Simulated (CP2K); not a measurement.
The N K edge of hydroxyacetonitrile was computed by TDDFT (CP2K XAS_TDP, aug-cc-pVDZ, TDA) at these levels: PBE, PBEh(45%) and PBEh(45%) + GW2X. The first three lines of N1 (bonded to C) with a strength over 0.0015, energy in eV and strength:

| run | first | second | third |
| --- | --- | --- | --- |
| 1 | 400.95 (0.054) | 401.48 (0.054) | 407.10 (0.004) |
| 2 | 395.39 (0.055) | 395.92 (0.054) | 401.53 (0.004) |
| 3 | 380.05 (0.016) | 380.76 (0.009) | 381.02 (0.026) |

Which run is which?

Run 1: PBEh(45%) + GW2X (45 % exact exchange). Run 2: PBEh(45%) (45 % exact exchange). Run 3: PBE (0 % exact exchange). Self-interaction lifts the core level, so the uncorrected lines rise with the share of exact exchange. The GW2X run keeps the spacings of its parent: 0.53 eV between the first two lines in run 1, 0.53 eV in run 2. Its shift is +5.56 eV, since the Kohn–Sham level at this share of exchange lies that far above the quasiparticle level.

[Hosts, paths, dates, database ids (printed as entryN), source tags and the programs' standing remarks are cut or masked in the printed files.]
